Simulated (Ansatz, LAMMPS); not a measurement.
## Relaxing a frame of liquid mixture of acetonitrile and H2O from 300 K (204 atoms)

Aim: bring a frame of liquid mixture of acetonitrile and H2O from 300 K (204 atoms) to a nearby minimum of the energy and see what moves.

Program: Ansatz 0.2.0. Level of theory: Kohn-Sham DFT, RPBE+D4, PAW (set soft_2), plane waves. Results are calculated unless marked as measured.

## Step 1: Starting point

The cell holds 204 atoms: 58 C, 29 N, 107 H and 10 O. Cell: a = 13.629 Å, b = 13.629 Å, c = 13.629 Å, α = 90.0°, β = 90.0°, γ = 90.0°. 29 acetonitrile, 10 H2O placed at random, at 0.899 g/cm³; overlaps pushed apart, then 10 ps at 450 K with MMFF94 bonds, angles, torsions, charges and radii (Halgren, J. Comput. Chem. 17, 490 (1996)) in harmonic and 12-6 forms; SPC/E water (Berendsen, Grigera and Straatsma, J. Phys. Chem. 91, 6269 (1987)). Snapshot after 20 ps at 300 K and fixed volume.

What the set-up can't give: The network of contacts between molecules at the start is that of the classical potential that made the cell. Only the Γ point is sampled, in a cell whose shortest periodic width is 14 Å.

## Step 2: Single point at the start

The forces at the start show how far the geometry lies from a minimum of this functional.

File input.yaml:

```yaml
crystal:
  lattice:
    - [13.62937, 0.0, 0.0]
    - [0.0, 13.62937, 0.0]
    - [0.0, 0.0, 13.62937]
  atoms:
    - { symbol: C, position: [0.63981, 0.28964, 0.66995] }
    - { symbol: C, position: [0.72889, 0.32841, 0.62697] }
    - { symbol: "N", position: [0.80486, 0.35906, 0.60438] }
    - { symbol: H, position: [0.64688, 0.27281, 0.75046] }
    [... 194 atom lines left out ...]
    - { symbol: O, position: [0.19202, 0.32062, 0.35726] }
    - { symbol: H, position: [0.14476, 0.33038, 0.302] }
    - { symbol: H, position: [0.1932, 0.24975, 0.37622] }
    - { symbol: O, position: [0.06439, 0.53559, 0.18973] }
    - { symbol: H, position: [0.05334, 0.46306, 0.19085] }
    - { symbol: H, position: [0.08868, 0.55764, 0.25536] }
kpoints:
  mp_grid: { grid: [1, 1, 1] }
hamiltonian:
  xc: rpbe
  dispersion: d4
scf:
  occupations: { method: fermi_dirac, width: 0.05 }
output:
  forces: true
  stress: true
  populations: true
  dos:
    method: { smearing: { sigma: 0.1 } }
    de: 0.1
    projected: { site_lists: { C: [C], H: [H], "N": ["N"], O: [O] } }
  eigenvalues: true
```

Command:

```console
ansatz run input.yaml --threads 4 --pin off --max-ram 8192MiB --backend cpu --events-out ev --progress --plain --runs-dir out
```

Run time: 23 s. Hardware: 4 threads of Intel Xeon 6975P-C (Granite Rapids), shared host; peak memory 3.5 GiB; 89 s of CPU time.

Read from the output:

```
free energy                                      : -33238.9628 eV
free energy per atom                             : -162.9361 eV/atom
SCF cycles                                       : 11
pressure                                         : 0.2843 GPa
r.m.s. force component                           : 0.9166 eV/Å
longest force                                    : 4.154 eV/Å
Fermi energy                                     : 0.7795 eV
gap (highest filled to lowest empty level) : 4.145 eV
spilling of the projection                       : 0.01557
```

The r.m.s. force component of 0.92 eV/Å and the pressure of 0.28 GPa set the starting point.

Neighbours are counted within 1.34 Å (H-C), 1.21 Å (H-O), 1.85 Å (C-C), 1.62 Å (C-N).

Length of the force by element and coordination:

| element | coordination | atoms | mean length of the force (eV/Å) | spread | least | most |
| --- | --- | --- | --- | --- | --- | --- |
| C | all | 58 | 1.85 | 1.01 | 0.141 | 4.15 |
| C | 2 | 29 | 1.77 | 1.16 | 0.141 | 4.15 |
| C | 4 | 29 | 1.94 | 0.818 | 0.687 | 3.91 |
| H | all | 107 | 1.02 | 0.587 | 0.227 | 3.79 |
| N | all | 29 | 1.52 | 1.09 | 0.235 | 4.04 |
| O | all | 10 | 0.713 | 0.285 | 0.224 | 1.15 |

## Step 3: Cell and atoms relaxed

Cell and atoms are freed together, to release stress as well as forces.

input.yaml, the sections that differ from step 2:

```yaml
output:
  forces: true
relax:
  f_tol: 0.05
  max_steps: 200
  cell: {}
# crystal, kpoints, hamiltonian, scf: as in step 2
```

It took 14 min on 4 threads; peak memory 3.6 GiB; 55 min of CPU time.

Relaxation path (22 of 58):

| step | energy less that of the first step (eV) | largest force component (eV/Å) | pressure (GPa) | volume (Å³) |
| --- | --- | --- | --- | --- |
| 1 | 0.0000 | 3.7150 | 0.28 | 2531.79 |
| 4 | -6.7614 | 0.5783 | -0.25 | 2564.45 |
| 6 | -7.4512 | 0.6077 | -0.36 | 2544.55 |
| 9 | -7.8592 | 0.0650 | -0.05 | 2522.72 |
| 12 | -7.9677 | 0.3674 | -0.03 | 2523.64 |
| 15 | -7.9551 | 1.0759 | -0.39 | 2519.12 |
| 17 | -8.1039 | 0.0999 | -0.05 | 2515.43 |
| 20 | -8.1287 | 0.2573 | -0.13 | 2520.20 |
| 23 | -8.1707 | 0.3667 | -0.10 | 2511.48 |
| 25 | -8.1847 | 0.0228 | 0.01 | 2513.18 |
| 28 | -8.1929 | 0.1648 | -0.05 | 2515.05 |
| 31 | -8.2018 | 0.3496 | -0.08 | 2516.42 |
| 34 | -8.2147 | 0.3547 | -0.03 | 2515.15 |
| 36 | -8.1677 | 0.2568 | -0.01 | 2524.46 |
| 39 | -8.2275 | 0.0653 | -0.01 | 2516.26 |
| 42 | -8.2395 | 0.1098 | -0.03 | 2513.96 |
| 44 | -8.2393 | 0.2685 | -0.05 | 2517.30 |
| 47 | -8.2549 | 0.3284 | 0.06 | 2515.99 |
| 50 | -8.2669 | 0.1253 | -0.03 | 2516.41 |
| 53 | -8.2491 | 0.0447 | -0.02 | 2515.84 |
| 55 | -8.2871 | 0.1828 | -0.06 | 2503.16 |
| 58 | -8.2706 | 0.0464 | -0.01 | 2505.21 |

Relaxation steps 15, 26, 36, 40, 51 were tried and not accepted.

| cell as run | before | after | change |
| --- | --- | --- | --- |
| a (Å) | 13.629 | 13.599 | -0.2 % |
| b (Å) | 13.629 | 13.291 | -2.5 % |
| c (Å) | 13.629 | 13.865 | +1.7 % |
| α (°) | 90.00 | 90.86 | +1.0 % |
| β (°) | 90.00 | 90.25 | +0.3 % |
| γ (°) | 90.00 | 88.93 | -1.2 % |
| volume (Å³/atom) | 12.41 | 12.28 | -1.0 % |

The atoms that moved most (Å, as changes of fractional coordinates times the final cell):

| atom | dx | dy | dz | length |
| --- | --- | --- | --- | --- |
| H6 | 0.501 | 0.879 | -1.801 | 2.066 |
| H4 | 0.272 | -0.471 | -1.747 | 1.829 |
| H34 | 1.645 | 0.387 | -0.527 | 1.770 |
| H42 | -0.594 | -1.636 | -0.034 | 1.741 |
| H54 | 0.281 | 0.356 | -1.605 | 1.668 |
| H168 | -0.595 | 0.784 | -1.339 | 1.662 |
| H130 | -0.989 | 0.164 | 1.254 | 1.605 |
| H162 | 0.289 | -0.464 | 1.507 | 1.603 |

The relaxation changed the energy by -40.5 meV/atom, and atoms moved by 0.77 Å r.m.s., 2.1 Å at most.

## Step 4: Distances and neighbours after relaxation

Bonds before and after, by the cutoffs listed below:

| pair | bonds before | bonds after | mean before (Å) | mean after (Å) | spread before (Å) | spread after (Å) |
| --- | --- | --- | --- | --- | --- | --- |
| H-C | 87 | 87 | 1.092 | 1.097 | 0.031 | 0.001 |
| H-O | 20 | 20 | 1.000 | 0.983 | 0.000 | 0.006 |
| C-C | 29 | 29 | 1.455 | 1.453 | 0.030 | 0.002 |
| C-N | 29 | 29 | 1.167 | 1.165 | 0.016 | 0.001 |

Density 0.908 g/cm³, 12.28 Å³ an atom.

Pair distribution functions g(r), in bins of 0.2 Å:

| r (Å) | total | H-H | H-C | H-N | H-O | C-C | C-N |
| --- | --- | --- | --- | --- | --- | --- | --- |
| 0.90 | 1.01 | 0.00 | 0.00 | 0.00 | 19.60 | 0.00 | 0.00 |
| 1.10 | 4.61 | 0.00 | 12.10 | 0.00 | 0.00 | 0.00 | 12.45 |
| 1.30 | 0.00 | 0.00 | 0.00 | 0.00 | 0.00 | 0.00 | 0.00 |
| 1.50 | 0.84 | 0.71 | 0.00 | 0.00 | 0.00 | 7.90 | 0.00 |
| 1.70 | 1.37 | 4.70 | 0.00 | 0.00 | 1.48 | 0.00 | 0.00 |
| 1.90 | 0.19 | 0.10 | 0.00 | 0.71 | 1.09 | 0.00 | 0.00 |
| 2.10 | 0.98 | 0.00 | 3.21 | 0.15 | 0.00 | 0.00 | 0.00 |
| 2.30 | 0.14 | 0.36 | 0.00 | 0.12 | 0.52 | 0.00 | 0.00 |
| 2.50 | 0.44 | 0.73 | 0.00 | 1.13 | 1.34 | 0.00 | 0.00 |
| 2.70 | 0.70 | 0.66 | 0.09 | 1.45 | 0.65 | 0.00 | 2.50 |
| 2.90 | 0.51 | 0.85 | 0.30 | 0.69 | 0.45 | 0.00 | 0.00 |
| 3.10 | 1.03 | 0.80 | 0.40 | 3.89 | 1.94 | 0.00 | 0.00 |
| 3.30 | 0.90 | 0.84 | 1.21 | 0.77 | 2.48 | 0.11 | 0.57 |
| 3.50 | 1.23 | 0.81 | 1.17 | 1.08 | 1.73 | 0.43 | 3.62 |
| 3.70 | 1.21 | 0.92 | 1.23 | 0.89 | 0.87 | 1.42 | 2.74 |
| 3.90 | 1.28 | 1.20 | 1.25 | 0.98 | 1.46 | 1.79 | 1.25 |
| 4.10 | 1.17 | 0.88 | 1.12 | 1.41 | 1.50 | 1.41 | 1.10 |
| 4.30 | 1.06 | 1.25 | 0.95 | 0.94 | 0.96 | 1.62 | 0.57 |
| 4.50 | 1.10 | 1.12 | 1.13 | 1.05 | 0.83 | 1.50 | 0.62 |
| 4.70 | 1.15 | 1.18 | 1.27 | 0.77 | 0.84 | 1.54 | 1.13 |
| 4.90 | 1.01 | 1.19 | 1.15 | 0.72 | 0.69 | 1.04 | 0.60 |
| 5.10 | 1.03 | 1.10 | 1.09 | 0.70 | 1.06 | 1.44 | 0.89 |
| 5.30 | 0.90 | 0.99 | 0.98 | 0.66 | 0.83 | 1.01 | 0.68 |
| 5.50 | 0.90 | 0.97 | 1.00 | 0.71 | 0.86 | 0.82 | 0.72 |
| 5.70 | 0.88 | 1.05 | 0.84 | 0.72 | 0.81 | 0.89 | 0.77 |
| 5.90 | 0.92 | 0.95 | 0.91 | 1.01 | 1.12 | 0.88 | 0.63 |
| 6.10 | 0.96 | 0.95 | 0.98 | 0.95 | 0.95 | 0.94 | 0.98 |
| 6.30 | 0.99 | 0.99 | 0.97 | 1.02 | 0.99 | 0.66 | 1.21 |

Bonds by pair of elements; cutoffs follow the first minimum of g(r), held within bounds set by covalent radii, and pairs that aren't listed don't count as bonded:

| pair A-B | cutoff (Å) | bonds | mean length (Å) | spread (Å) | shortest (Å) | B about A | A about B |
| --- | --- | --- | --- | --- | --- | --- | --- |
| H-C | 1.34 | 87 | 1.10 | 0.001 | 1.09 | 0.813 | 1.5 |
| H-O | 1.21 | 20 | 0.983 | 0.006 | 0.972 | 0.187 | 2 |
| C-C | 1.85 | 29 | 1.45 | 0.002 | 1.45 | 1 | 1 |
| C-N | 1.62 | 29 | 1.17 | 0.001 | 1.16 | 0.5 | 1 |

How many atoms have how many bonded neighbours:

| element | mean | 1 | 2 | 4 |
| --- | --- | --- | --- | --- |
| C | 3 | 0 | 29 | 29 |
| H | 1 | 107 | 0 | 0 |
| N | 1 | 29 | 0 | 0 |
| O | 2 | 0 | 10 | 0 |

Bond angles, per cent of each kind in bins of 5°:

| angle (°) | H-C-H | C-C-H | C-C-N | H-O-H |
| --- | --- | --- | --- | --- |
| 100–105 | 0.0 | 0.0 | 0.0 | 50.0 |
| 105–110 | 87.4 | 78.2 | 0.0 | 50.0 |
| 110–115 | 12.6 | 21.8 | 0.0 | 0.0 |
| 115–120 | 0.0 | 0.0 | 0.0 | 0.0 |
| 120–125 | 0.0 | 0.0 | 0.0 | 0.0 |
| 125–130 | 0.0 | 0.0 | 0.0 | 0.0 |
| 130–135 | 0.0 | 0.0 | 0.0 | 0.0 |
| 135–140 | 0.0 | 0.0 | 0.0 | 0.0 |
| 140–145 | 0.0 | 0.0 | 0.0 | 0.0 |
| 145–150 | 0.0 | 0.0 | 0.0 | 0.0 |
| 150–155 | 0.0 | 0.0 | 0.0 | 0.0 |
| 155–160 | 0.0 | 0.0 | 0.0 | 0.0 |
| 160–165 | 0.0 | 0.0 | 0.0 | 0.0 |
| 165–170 | 0.0 | 0.0 | 0.0 | 0.0 |
| 170–175 | 0.0 | 0.0 | 0.0 | 0.0 |
| 175–180 | 0.0 | 0.0 | 100.0 | 0.0 |

Bond angles (no mean is given where the spread exceeds 20°):

| angle | count | mean (°) | spread (°) |
| --- | --- | --- | --- |
| H-C-H | 87 | 109 | 0.6 |
| C-C-H | 87 | 110 | 0.5 |
| C-C-N | 29 | 179 | 0.3 |
| H-O-H | 10 | 105 | 1.6 |

Bond length by coordination (bonds to H left out):

| element | coordination | atoms | mean bond length (Å) |
| --- | --- | --- | --- |
| C | 2 | 29 | 1.31 |
| C | 4 | 29 | 1.45 |

By these cutoffs 50 % of C atoms have 2 and as many 4, all H atoms have 1, all N atoms have 1 and all O atoms have 2 bonded neighbours. The H-C-H angle averages 109° with a spread of 0.6°.

## Step 5: Single point at the relaxed geometry

The electronic structure is read at the final geometry, in a run of its own.

File input.yaml:

```yaml
crystal:
  lattice:
    - [13.59829, 0.12514, -0.02963]
    - [0.12514, 13.28964, -0.10126]
    - [-0.02963, -0.10126, 13.86469]
  atoms:
    - { symbol: C, position: [0.65906, 0.30495, 0.58173] }
    - { symbol: C, position: [0.74656, 0.36497, 0.595] }
    - { symbol: "N", position: [0.81735, 0.41188, 0.606] }
    - { symbol: H, position: [0.66691, 0.2362, 0.62425] }
    [... 194 atom lines left out ...]
    - { symbol: O, position: [0.18066, 0.32791, 0.34508] }
    - { symbol: H, position: [0.15334, 0.33195, 0.28021] }
    - { symbol: H, position: [0.17936, 0.25524, 0.35795] }
    - { symbol: O, position: [0.07303, 0.54037, 0.18789] }
    - { symbol: H, position: [0.06616, 0.46835, 0.19596] }
    - { symbol: H, position: [0.10424, 0.5652, 0.24777] }
kpoints:
  mp_grid: { grid: [1, 1, 1] }
hamiltonian:
  xc: rpbe
  dispersion: d4
scf:
  occupations: { method: fermi_dirac, width: 0.05 }
output:
  forces: true
  stress: true
  populations: true
  dos:
    method: { smearing: { sigma: 0.1 } }
    de: 0.1
    projected: { site_lists: { C: [C], H: [H], "N": ["N"], O: [O] } }
  eigenvalues: true
  write_density: true
  write_potential: true
  volumetric_format: npy
```

Wall time 26 s (4 threads); peak memory 3.5 GiB.

The program notes that the exchange-correlation potential is rough where the density is thin.

The run gave:

```
free energy                                      : -33247.2334 eV
free energy per atom                             : -162.9766 eV/atom
SCF cycles                                       : 11
pressure                                         : -0.00624 GPa
r.m.s. force component                           : 0.00557 eV/Å
longest force                                    : 0.05388 eV/Å
Fermi energy                                     : 0.6209 eV
gap (highest filled to lowest empty level) : 5.532 eV
spilling of the projection                       : 0.01556
```

Löwdin charges by element and coordination (they lack the spilled electrons, 0.041 e an atom on average):

| element | coordination | atoms | mean charge (e) | spread | least | most |
| --- | --- | --- | --- | --- | --- | --- |
| C | all | 58 | -0.11 | 0.361 | -0.482 | 0.277 |
| C | 2 | 29 | 0.251 | 0.015 | 0.229 | 0.277 |
| C | 4 | 29 | -0.471 | 0.0042 | -0.482 | -0.460 |
| H | all | 107 | 0.271 | 0.0555 | 0.230 | 0.395 |
| N | all | 29 | -0.241 | 0.0074 | -0.255 | -0.216 |
| O | all | 10 | -0.717 | 0.0144 | -0.748 | -0.701 |

Density of states as counts of states in windows of 1 eV (from the Fermi level), total and the larger projections:

| from (eV) | to (eV) | total | C p | N p | H s | O p | C s |
| --- | --- | --- | --- | --- | --- | --- | --- |
| -18 | -16 | 0.0 | 0.0 | 0.0 | 0.0 | 0.0 | 0.0 |
| -16 | -15 | 54.7 | 13.3 | 0.0 | 12.4 | 0.0 | 26.3 |
| -15 | -14 | 3.4 | 0.8 | 0.0 | 0.8 | 0.0 | 1.6 |
| -14 | -10 | 0.0 | 0.0 | 0.0 | 0.0 | 0.0 | 0.0 |
| -10 | -9 | 10.0 | 0.9 | 0.5 | 2.7 | 5.0 | 0.4 |
| -9 | -8 | 68.0 | 31.6 | 1.5 | 13.3 | 8.1 | 10.1 |
| -8 | -7 | 95.8 | 62.2 | 5.0 | 25.3 | 0.5 | 0.1 |
| -7 | -6 | 28.0 | 14.0 | 2.1 | 6.5 | 3.9 | 0.0 |
| -6 | -5 | 40.4 | 4.0 | 20.8 | 1.0 | 4.7 | 0.2 |
| -5 | -4 | 133.2 | 41.5 | 65.6 | 9.1 | 9.0 | 0.2 |
| -4 | -3 | 27.3 | 5.2 | 6.6 | 1.1 | 14.1 | 0.0 |
| -3 | -2 | 5.2 | 0.1 | 0.1 | 0.0 | 5.0 | 0.0 |
| -2 | 2 | 0.0 | 0.0 | 0.0 | 0.0 | 0.0 | 0.0 |
| 2 | 3 | 10.2 | 3.5 | 2.8 | 2.2 | 0.1 | 0.5 |
| 3 | 4 | 108.6 | 44.6 | 37.5 | 15.5 | 0.2 | 1.8 |
| 4 | 5 | 31.6 | 4.7 | 2.9 | 8.1 | 0.2 | 4.1 |

Between -22 and -18 eV lie 78 more states.

The levels nearest the highest filled one (over half full), pooled over k-points and spins:

| level less the highest filled one (eV) | occupation |
| --- | --- |
| -0.450 | 2 |
| -0.361 | 2 |
| -0.353 | 2 |
| -0.250 | 2 |
| -0.0395 | 2 |
| 0 | 2 |
| 5.53 | 0 |
| 5.63 | 0 |
| 5.69 | 0 |
| 5.70 | 0 |
| 5.72 | 0 |
| 5.79 | 0 |

Mean Löwdin charges: C -0.11, H +0.27, N -0.24, O -0.72 e (they miss 1.6 % of the electrons, so they add up to more than the cell's charge).

## Step 6: Summary of results

| Item | Value |
| --- | --- |
| energy change in the relaxation | -40.54 meV/atom |
| r.m.s. displacement | 0.767 Å |
| largest displacement | 2.066 Å |
| free energy per atom | -162.9766 eV/atom |
| pressure | -0.00624 GPa |
| r.m.s. force component | 0.00557 eV/Å |
| gap (highest filled to lowest empty level) | 5.532 eV |
| wall time of the 3 DFT runs | 15 min |

**Reading.** Relaxation lowers the energy by 40.5 meV/atom and moves atoms by 0.77 Å r.m.s.; the r.m.s. force component goes from 0.92 to 0.0056 eV/Å, the pressure goes from 0.28 to -0.0062 GPa, and the gap from 4.15 to 5.53 eV. Displacements are taken in the final cell, so they leave out its strain. By the final cutoffs no bond was broken or made. The cell shrank by 1.0 % in volume. From the first step to the last the energy fell by 8.271 eV, and the largest move was 2.07 Å (H6). The H-O bonds change most in mean length: from 1.000 Å (spread 0.000) to 0.983 Å (spread 0.006). By these cutoffs 50 % of C atoms have 2 and as many 4, all H atoms have 1, all N atoms have 1 and all O atoms have 2 bonded neighbours. The highest filled and lowest empty levels differ by 5.53 eV (at Γ alone); a semilocal functional tends to put such gaps too low. In a disordered cell it changes from sample to sample and from frame to frame.

What to keep in mind: The network of contacts between molecules at the start is that of the classical potential that made the cell; in DFT atoms moved by 0.77 Å r.m.s.

[Logs are printed without paths, hosts, clocks, repeated set-up lines and the standing remarks that a program may print on its own settings, such as how far it seeks lower states.]

[Hosts, paths, dates, database ids (printed as entryN), source tags and the programs' standing remarks are cut or masked in the printed files.]

[The MMFF94 radii named for the starting cell were scaled by 0.96; in molecules described by MMFF94, hydrogen bound to N, O or S took a small fixed 12-6 site in their place.]
